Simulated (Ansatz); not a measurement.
# Se on Mo(100): change of the work function, part 2 of 4

Wanted: Δφ(θ) for Se/Mo(100), starting from the hollow site.

Ansatz 0.2.0; plane-wave DFT, PBE, Ansatz PAW.

So far, work function, upper face (eV): step 2 (the clean slab) 3.83.

## (3) The covered slab, k-mesh 4×4×1, coverage 0.111 ML

System of this step: Se/Mo(100). The cell holds 37 atoms: 36 Mo and 1 Se. Cell: a = 9.450 Å, b = 9.450 Å, c = 24.332 Å, α = 90.0°, β = 90.0°, γ = 90.0°. Vacuum lies along c.

The clean slab as it ended is repeated in the plane and the adsorbate is set on one face; the cell's size fixes the coverage, and the k-mesh shrinks with it to keep the sampling density about even. Adsorbate and upper layers relax, since the dipole depends on the height.

input.yaml

```yaml
crystal:
  lattice:
    - [9.45, 0.0, 0.0]
    - [0.0, 9.45, 0.0]
    - [0.0, 0.0, 24.3319152818]
  atoms:
    - { symbol: Mo, position: [0.1666666667, 0.1666666667, 0.3698845691] }
    - { symbol: Mo, position: [0.0, 0.0, 0.4346143687] }
    - { symbol: Mo, position: [0.1666666667, 0.1666666667, 0.502096596] }
    - { symbol: Mo, position: [0.0, 0.0, 0.5588888552] }
    - { symbol: Mo, position: [0.1666666667, 0.5, 0.3698845691] }
    - { symbol: Mo, position: [0.0, 0.3333333333, 0.4346143687] }
    - { symbol: Mo, position: [0.1666666667, 0.5, 0.502096596] }
    - { symbol: Mo, position: [0.0, 0.3333333333, 0.5588888552] }
    - { symbol: Mo, position: [0.1666666667, 0.8333333333, 0.3698845691] }
    - { symbol: Mo, position: [0.0, 0.6666666667, 0.4346143687] }
    - { symbol: Mo, position: [0.1666666667, 0.8333333333, 0.502096596] }
    - { symbol: Mo, position: [0.0, 0.6666666667, 0.5588888552] }
    - { symbol: Mo, position: [0.5, 0.1666666667, 0.3698845691] }
    - { symbol: Mo, position: [0.3333333333, 0.0, 0.4346143687] }
    - { symbol: Mo, position: [0.5, 0.1666666667, 0.502096596] }
    - { symbol: Mo, position: [0.3333333333, 0.0, 0.5588888552] }
    - { symbol: Mo, position: [0.5, 0.5, 0.3698845691] }
    - { symbol: Mo, position: [0.3333333333, 0.3333333333, 0.4346143687] }
    - { symbol: Mo, position: [0.5, 0.5, 0.502096596] }
    - { symbol: Mo, position: [0.3333333333, 0.3333333333, 0.5588888552] }
    - { symbol: Mo, position: [0.5, 0.8333333333, 0.3698845691] }
    - { symbol: Mo, position: [0.3333333333, 0.6666666667, 0.4346143687] }
    - { symbol: Mo, position: [0.5, 0.8333333333, 0.502096596] }
    - { symbol: Mo, position: [0.3333333333, 0.6666666667, 0.5588888552] }
    - { symbol: Mo, position: [0.8333333333, 0.1666666667, 0.3698845691] }
    - { symbol: Mo, position: [0.6666666667, 0.0, 0.4346143687] }
    - { symbol: Mo, position: [0.8333333333, 0.1666666667, 0.502096596] }
    - { symbol: Mo, position: [0.6666666667, 0.0, 0.5588888552] }
    - { symbol: Mo, position: [0.8333333333, 0.5, 0.3698845691] }
    - { symbol: Mo, position: [0.6666666667, 0.3333333333, 0.4346143687] }
    - { symbol: Mo, position: [0.8333333333, 0.5, 0.502096596] }
    - { symbol: Mo, position: [0.6666666667, 0.3333333333, 0.5588888552] }
    - { symbol: Mo, position: [0.8333333333, 0.8333333333, 0.3698845691] }
    - { symbol: Mo, position: [0.6666666667, 0.6666666667, 0.4346143687] }
    - { symbol: Mo, position: [0.8333333333, 0.8333333333, 0.502096596] }
    - { symbol: Mo, position: [0.6666666667, 0.6666666667, 0.5588888552] }
    - { symbol: Se, position: [0.1666666667, 0.1666666667, 0.6301154309] }
kpoints:
  mp_grid: { grid: [4, 4, 1] }
hamiltonian:
  xc: pbe
scf:
  occupations: { method: fermi_dirac, width: 0.1 }
  convergence: { dr2_threshold: 1.0e-08 }
efield:
  axis: 3
  dipole_correction: true
  ramp_position: 0.97
  ramp_width: 0.06
relax:
  f_tol: 0.02
  max_steps: 60
  constraints:
    - { sites: [0, 1, 4, 5, 8, 9, 12, 13, 16, 17, 20, 21, 24, 25, 28, 29, 32, 33] }
output:
  write_potential: true
  write_density: true
  volumetric_format: npy
```

Run with:

```bash
> ansatz run input.yaml --threads 4 --pin off --max-ram 16384MiB --backend cpu --events-out ev --progress --plain --runs-dir out
```

Log:

```text
[...]
Crystal: 37 atoms, lattice volume = 2172.901 Å³
Basis set: ecut = 420 eV, 42497 PW (Γ), exchange–correlation on 128×128×360 points (8 copies of the dense FFT grid, shifted against one another)
Bands: 312, of which v1, the nominal top of the filled ones, is band 260 counted from 1 (259 counted from 0)
Symmetry: 8 space group operations
[...]
k-points: 6 of 16
[...]
SCF iter   1: F=—  HF=-183852.548227 eV  |F-HF|=—  |Δ(HF+E_count)|=         —  Δρ=7.20e-3  dr2=2.13e0  ethr=1.77e-3  p=-0.025 e·Å  D=-2.11e-3 V/Å  ΔV_dip=0.05 eV  dr2_dipole=1.64e-2  V_vac-E_F(+/−)=4.22/4.17 eV  ⟨swp⟩=10.2  Hψ=9286  notcnv=0
[...]
SCF iter  11: F=-183852.290728 eV  HF=-183852.290728 eV  |F-HF|=6.08e-9  |Δ(HF+E_count)|=   3.40e-8  Δρ=3.45e-7  dr2=3.98e-9  ethr=1.92e-12  p=-0.115 e·Å  D=-9.58e-3 V/Å  ΔV_dip=0.23 eV  dr2_dipole=4.27e-14  V_vac-E_F(+/−)=4.09/3.86 eV  ⟨swp⟩=11.2  Hψ=12958  notcnv=0
SCF 1 converged in 11 iterations: F = -183852.290728 eV  dr2 = 3.98e-9
[...]
relax step   1: F+E_penalty+E_count = -183852.29072822 eV  Δ(F+E_penalty+E_count) = +0.000e0 eV  max|allowed force component| = 1.567e0 eV/Å  Δτ_max = 0.0000 Å  (11 SCF iters, accepted)
[...]
SCF iter  10: F=-183852.624155 eV  HF=-183852.624155 eV  |F-HF|=8.50e-9  |Δ(HF+E_count)|=   5.22e-8  Δρ=3.59e-7  dr2=5.64e-9  ethr=1.92e-12  p=-0.057 e·Å  D=-4.74e-3 V/Å  ΔV_dip=0.12 eV  dr2_dipole=1.12e-10  V_vac-E_F(+/−)=3.97/3.86 eV  ⟨swp⟩=10.8  Hψ=13229  notcnv=0
SCF 2 converged in 10 iterations: F = -183852.624155 eV  dr2 = 5.64e-9
relax step   2: F+E_penalty+E_count = -183852.62415493 eV  Δ(F+E_penalty+E_count) = -3.334e-1 eV  max|allowed force component| = 2.806e-1 eV/Å  Δτ_max = 0.1949 Å  (10 SCF iters, accepted)
SCF iter   1: F=—  HF=-183852.660011 eV  |F-HF|=—  |Δ(HF+E_count)|=         —  Δρ=2.47e-3  dr2=2.43e-1  ethr=1.87e-4  p=-0.057 e·Å  D=-4.74e-3 V/Å  ΔV_dip=0.12 eV  dr2_dipole=1.90e-2  V_vac-E_F(+/−)=3.97/3.86 eV  ⟨swp⟩=3.3  Hψ=3335  notcnv=0
[...]
SCF iter  10: F=-183852.642750 eV  HF=-183852.642750 eV  |F-HF|=5.56e-9  |Δ(HF+E_count)|=   2.15e-8  Δρ=1.83e-7  dr2=9.69e-10  ethr=1.92e-12  p=-0.059 e·Å  D=-4.93e-3 V/Å  ΔV_dip=0.12 eV  dr2_dipole=4.64e-11  V_vac-E_F(+/−)=3.98/3.86 eV  ⟨swp⟩=10.0  Hψ=12275  notcnv=0
SCF 3 converged in 10 iterations: F = -183852.642750 eV  dr2 = 9.69e-10
relax step   3: F+E_penalty+E_count = -183852.64274970 eV  Δ(F+E_penalty+E_count) = -1.859e-2 eV  max|allowed force component| = 1.942e-1 eV/Å  Δτ_max = 0.0504 Å  (10 SCF iters, accepted)
[...]
relax step   4: F+E_penalty+E_count = -183852.65660708 eV  Δ(F+E_penalty+E_count) = -1.386e-2 eV  max|allowed force component| = 6.880e-2 eV/Å  Δτ_max = 0.0413 Å  (9 SCF iters, accepted)
[...]
relax step   5: F+E_penalty+E_count = -183852.66252380 eV  Δ(F+E_penalty+E_count) = -5.917e-3 eV  max|allowed force component| = 5.080e-2 eV/Å  Δτ_max = 0.0329 Å  (8 SCF iters, accepted)
[...]
relax step   6: F+E_penalty+E_count = -183852.65917802 eV  Δ(F+E_penalty+E_count) = +3.346e-3 eV  max|allowed force component| = 1.643e-1 eV/Å  Δτ_max = 0.0256 Å  (9 SCF iters, rejected (line search))
[...]
relax step   7: F+E_penalty+E_count = -183852.66544705 eV  Δ(F+E_penalty+E_count) = -2.923e-3 eV  max|allowed force component| = 2.451e-2 eV/Å  Δτ_max = 0.0125 Å  (9 SCF iters, accepted)
SCF iter   1: F=—  HF=-183852.664606 eV  |F-HF|=—  |Δ(HF+E_count)|=         —  Δρ=5.32e-4  dr2=1.11e-2  ethr=6.84e-5  p=-0.079 e·Å  D=-6.55e-3 V/Å  ΔV_dip=0.16 eV  dr2_dipole=1.23e-4  V_vac-E_F(+/−)=4.02/3.86 eV  ⟨swp⟩=2.5  Hψ=3202  notcnv=0
[...]
SCF iter   8: F=-183852.666452 eV  HF=-183852.666452 eV  |F-HF|=1.20e-8  |Δ(HF+E_count)|=   3.51e-8  Δρ=3.18e-7  dr2=6.31e-9  ethr=1.92e-12  p=-0.083 e·Å  D=-6.94e-3 V/Å  ΔV_dip=0.17 eV  dr2_dipole=7.38e-10  V_vac-E_F(+/−)=4.03/3.86 eV  ⟨swp⟩=10.8  Hψ=12710  notcnv=0
SCF 8 converged in 8 iterations: F = -183852.666452 eV  dr2 = 6.31e-9
relax step   8: F+E_penalty+E_count = -183852.66645177 eV  Δ(F+E_penalty+E_count) = -1.005e-3 eV  max|allowed force component| = 3.730e-3 eV/Å  Δτ_max = 0.0151 Å  (8 SCF iters, accepted)
NSCF: frozen V_eff on 6 k-points
[...]
SCF converged after 8 iterations
Free energy (F): -183852.666452 eV
[...]
Internal energy: -183851.277193 eV  (E = F + TS)
E sigma→0 (E₀):  -183851.971823 eV
Entropy (-TS):   -1.389258 eV (-37.548 meV/atom)
Fermi energy:    2.708764 eV
Dipole field:    D = -0.006946 V/Å  (p = -0.083415 e·Å, saw-weighted, corrected)
Work function:   Φ+ = 4.0285 eV   Φ− = 3.8595 eV
[...]
--- Forces (eV/Å), atoms counted from 1 ---
  atom   1  Mo    -0.00000000     0.00000000     1.69758968
  atom   2  Mo    -0.11787906    -0.11787906    -1.58406187
  atom   3  Mo    -0.00000000     0.00000000    -0.00138033
  atom   4  Mo     0.00116254     0.00116254    -0.00094694
  atom   5  Mo     0.00000000     0.02052956     1.69294433
  atom   6  Mo    -0.11787906     0.11787906    -1.58406187
  atom   7  Mo     0.00000000    -0.00372980    -0.00046321
  atom   8  Mo     0.00116254    -0.00116254    -0.00094694
  atom   9  Mo     0.00000000    -0.02052956     1.69294433
  atom  10  Mo     0.03998047     0.00000000    -1.72797567
  atom  11  Mo     0.00000000     0.00372980    -0.00046321
  atom  12  Mo     0.00026315     0.00000000     0.00203989
  atom  13  Mo     0.02052956     0.00000000     1.69294433
  atom  14  Mo     0.11787906    -0.11787906    -1.58406187
  atom  15  Mo    -0.00372980     0.00000000    -0.00046321
  atom  16  Mo    -0.00116254     0.00116254    -0.00094694
  atom  17  Mo     0.01554119     0.01554119     1.68198182
  atom  18  Mo     0.11787906     0.11787906    -1.58406187
  atom  19  Mo    -0.00161033    -0.00161033    -0.00064901
  atom  20  Mo    -0.00116254    -0.00116254    -0.00094694
  atom  21  Mo     0.01554119    -0.01554119     1.68198182
  atom  22  Mo    -0.03998047     0.00000000    -1.72797567
  atom  23  Mo    -0.00161033     0.00161033    -0.00064901
  atom  24  Mo    -0.00026315     0.00000000     0.00203989
  atom  25  Mo    -0.02052956     0.00000000     1.69294433
  atom  26  Mo     0.00000000     0.03998047    -1.72797567
  atom  27  Mo     0.00372980     0.00000000    -0.00046321
  atom  28  Mo     0.00000000     0.00026315     0.00203989
  atom  29  Mo    -0.01554119     0.01554119     1.68198182
  atom  30  Mo     0.00000000    -0.03998047    -1.72797567
  atom  31  Mo     0.00161033    -0.00161033    -0.00064901
  atom  32  Mo     0.00000000    -0.00026315     0.00203989
  atom  33  Mo    -0.01554119    -0.01554119     1.68198182
  atom  34  Mo    -0.00000000     0.00000000    -1.95049746
  atom  35  Mo     0.00161033     0.00161033    -0.00064901
  atom  36  Mo    -0.00000000     0.00000000     0.00119787
  atom  37  Se     0.00000000     0.00000000     0.00169573
  max |Σ_I F_I| component: 8.29e-5 eV/Å
--- Band table (eV; the first three rows and the last of 6) ---
  k-point 0: bands = [... 256 lower, 2.5306, 2.5890, 2.6148, 2.6551, 2.6551, 2.8040, 2.9110, 3.0322, ... 48 higher]
  k-point 1: bands = [... 256 lower, 2.5104, 2.6247, 2.7030, 2.7048, 2.7493, 2.7782, 2.8788, 2.9148, ... 48 higher]
  k-point 2: bands = [... 256 lower, 2.5351, 2.5499, 2.5673, 2.6113, 2.6609, 2.6763, 2.9080, 2.9535, ... 48 higher]
  k-point 5: bands = [... 256 lower, 2.5396, 2.5821, 2.5821, 2.6343, 2.6902, 2.6902, 2.7129, 2.8696, ... 48 higher]
--- Relaxed structure (8 steps of the walk, 7 accepted, 0 SCFs on fresh bases) ---
  F+E_penalty+E_count = -183852.66645177 eV   max|allowed force component| = 3.730e-3 eV/Å
  atoms:
    - { symbol: Mo, position: [0.166667, 0.166667, 0.3698845691] }
    - { symbol: Mo, position: [1.666666e-11, 1.666666e-11, 0.434614] }
    - { symbol: Mo, position: [0.166667, 0.166667, 0.498602] }
    - { symbol: Mo, position: [0.0075649, 0.0075649, 0.560806] }
    - { symbol: Mo, position: [0.166667, 0.500000, 0.3698845691] }
    - { symbol: Mo, position: [1.666666e-11, 0.333333, 0.434614] }
    - { symbol: Mo, position: [0.166667, 0.501213, 0.502090] }
    - { symbol: Mo, position: [0.0075649, 0.325768, 0.560806] }
    - { symbol: Mo, position: [0.166667, 0.833333, 0.3698845691] }
    - { symbol: Mo, position: [1.666666e-11, 0.666667, 0.434614] }
    - { symbol: Mo, position: [0.166667, 0.832120, 0.502090] }
    - { symbol: Mo, position: [-0.00643804, 0.666667, 0.558435] }
    - { symbol: Mo, position: [0.500000, 0.166667, 0.3698845691] }
    - { symbol: Mo, position: [0.333333, 1.666666e-11, 0.434614] }
    - { symbol: Mo, position: [0.501213, 0.166667, 0.502090] }
    - { symbol: Mo, position: [0.325768, 0.0075649, 0.560806] }
    - { symbol: Mo, position: [0.500000, 0.500000, 0.3698845691] }
    - { symbol: Mo, position: [0.333333, 0.333333, 0.434614] }
    - { symbol: Mo, position: [0.500381, 0.500381, 0.501645] }
    - { symbol: Mo, position: [0.325768, 0.325768, 0.560806] }
    - { symbol: Mo, position: [0.500000, 0.833333, 0.3698845691] }
    - { symbol: Mo, position: [0.333333, 0.666667, 0.434614] }
    - { symbol: Mo, position: [0.500381, 0.832952, 0.501645] }
    - { symbol: Mo, position: [0.339771, 0.666667, 0.558435] }
    - { symbol: Mo, position: [0.833333, 0.166667, 0.3698845691] }
    - { symbol: Mo, position: [0.666667, 1.666666e-11, 0.434614] }
    - { symbol: Mo, position: [0.832120, 0.166667, 0.502090] }
    - { symbol: Mo, position: [0.666667, -0.00643804, 0.558435] }
    - { symbol: Mo, position: [0.833333, 0.500000, 0.3698845691] }
    - { symbol: Mo, position: [0.666667, 0.333333, 0.434614] }
    - { symbol: Mo, position: [0.832952, 0.500381, 0.501645] }
    - { symbol: Mo, position: [0.666667, 0.339771, 0.558435] }
    - { symbol: Mo, position: [0.833333, 0.833333, 0.3698845691] }
    - { symbol: Mo, position: [0.666667, 0.666667, 0.434614] }
    - { symbol: Mo, position: [0.832952, 0.832952, 0.501645] }
    - { symbol: Mo, position: [0.666667, 0.666667, 0.558185] }
    - { symbol: Se, position: [0.166667, 0.166667, 0.625445] }
```

Elapsed: 24 min, on 4 threads of Arm Neoverse V1, shared host; peak memory 11 GiB.

Relaxation path:

| step | energy less that of the first step (eV) | largest force component (eV/Å) |
| --- | --- | --- |
| 1 | 0.0000 | 1.5668 |
| 2 | -0.3334 | 0.2806 |
| 3 | -0.3520 | 0.1942 |
| 4 | -0.3659 | 0.0688 |
| 5 | -0.3718 | 0.0508 |
| 6 | -0.3685 | 0.1643 |
| 7 | -0.3747 | 0.0245 |
| 8 | -0.3757 | 0.0037 |

Relaxation step 6 was tried and not accepted.

The run keeps the 8 symmetry operations that the program found, so distortions that break them were not tested.

The atoms that moved most (Å):

```
atom      dx      dy      dz  length
Se37   0.000   0.000  -0.114   0.114
Mo20  -0.071  -0.071   0.047   0.111
 Mo8   0.071  -0.071   0.047   0.111
Mo16  -0.071   0.071   0.047   0.111
 Mo4   0.071   0.071   0.047   0.111
 Mo3   0.000   0.000  -0.085   0.085
Mo28   0.000  -0.061  -0.011   0.062
Mo12  -0.061   0.000  -0.011   0.062
```

The relaxed structure:

```xyz
37
Lattice="9.4500 0.0000 0.0000 0.0000 9.4500 0.0000 0.0000 0.0000 24.3319" Properties=species:S:1:pos:R:3
Mo    1.5750    1.5750    9.0000
Mo    0.0000    0.0000   10.5750
Mo    1.5750    1.5750   12.1319
Mo    0.0715    0.0715   13.6455
Mo    1.5750    4.7250    9.0000
Mo    0.0000    3.1500   10.5750
Mo    1.5750    4.7365   12.2168
Mo    0.0715    3.0785   13.6455
Mo    1.5750    7.8750    9.0000
Mo    0.0000    6.3000   10.5750
Mo    1.5750    7.8635   12.2168
Mo   -0.0608    6.3000   13.5878
Mo    4.7250    1.5750    9.0000
Mo    3.1500    0.0000   10.5750
Mo    4.7365    1.5750   12.2168
Mo    3.0785    0.0715   13.6455
Mo    4.7250    4.7250    9.0000
Mo    3.1500    3.1500   10.5750
Mo    4.7286    4.7286   12.2060
Mo    3.0785    3.0785   13.6455
Mo    4.7250    7.8750    9.0000
Mo    3.1500    6.3000   10.5750
Mo    4.7286    7.8714   12.2060
Mo    3.2108    6.3000   13.5878
Mo    7.8750    1.5750    9.0000
Mo    6.3000    0.0000   10.5750
Mo    7.8635    1.5750   12.2168
Mo    6.3000   -0.0608   13.5878
Mo    7.8750    4.7250    9.0000
Mo    6.3000    3.1500   10.5750
Mo    7.8714    4.7286   12.2060
Mo    6.3000    3.2108   13.5878
Mo    7.8750    7.8750    9.0000
Mo    6.3000    6.3000   10.5750
Mo    7.8714    7.8714   12.2060
Mo    6.3000    6.3000   13.5817
Se    1.5750    1.5750   15.2183
```

Numbers from this step:

* energy at zero smearing: -183851.9718 eV
* work function, upper face: 4.028 eV
* work function, lower face: 3.859 eV
* dipole along the normal: -0.08341 e·Å
* step between the vacuum levels: 0.1690 eV

Running mean over 1.575 Å of the planar mean; the ramp of the sawtooth is left out. Table of electron's electrostatic potential energy less the Fermi level by z:

| z (Å) | electron's electrostatic potential energy less the Fermi level (eV) |
| --- | --- |
| 3 | 3.86 |
| 4 | 3.86 |
| 5 | 3.85 |
| 6 | 3.78 |
| 7 | 3.14 |
| 8 | -2.54 |
| 9 | -11.4 |
| 10 | -12.3 |
| 11 | -12.2 |
| 12 | -12.7 |
| 13 | -14.2 |
| 14 | -9.59 |
| 15 | 0.322 |
| 16 | 3.18 |
| 17 | 3.93 |
| 18 | 4.02 |
| 19 | 4.03 |
| 20 | 4.03 |
| 21 | 4.03 |

The relaxation took 8 steps and lowered the energy by 0.38 eV; the largest force on the free atoms ends at 0.0037 eV/Å.

The covered face has 4.03 eV, +0.20 eV against the clean one; the bare back face has moved by -0.00 eV, a measure of how thin the slab is.

(Part 2 of 4 ends here.)

[Long decimals in the printed logs are rounded to 6 places.]

[Logs are printed without paths, hosts, clocks, repeated set-up lines and the standing remarks that a program may print on its own settings, such as how far it seeks lower states.]

[Hosts, paths, dates, database ids (printed as entryN), source tags and the programs' standing remarks are cut or masked in the printed files.]

[Maps of the electrostatic potential energy from Ansatz leave out the sawtooth potential of an applied field or a dipole correction, so their vacuum need not be flat; planar profiles and work functions include it.]
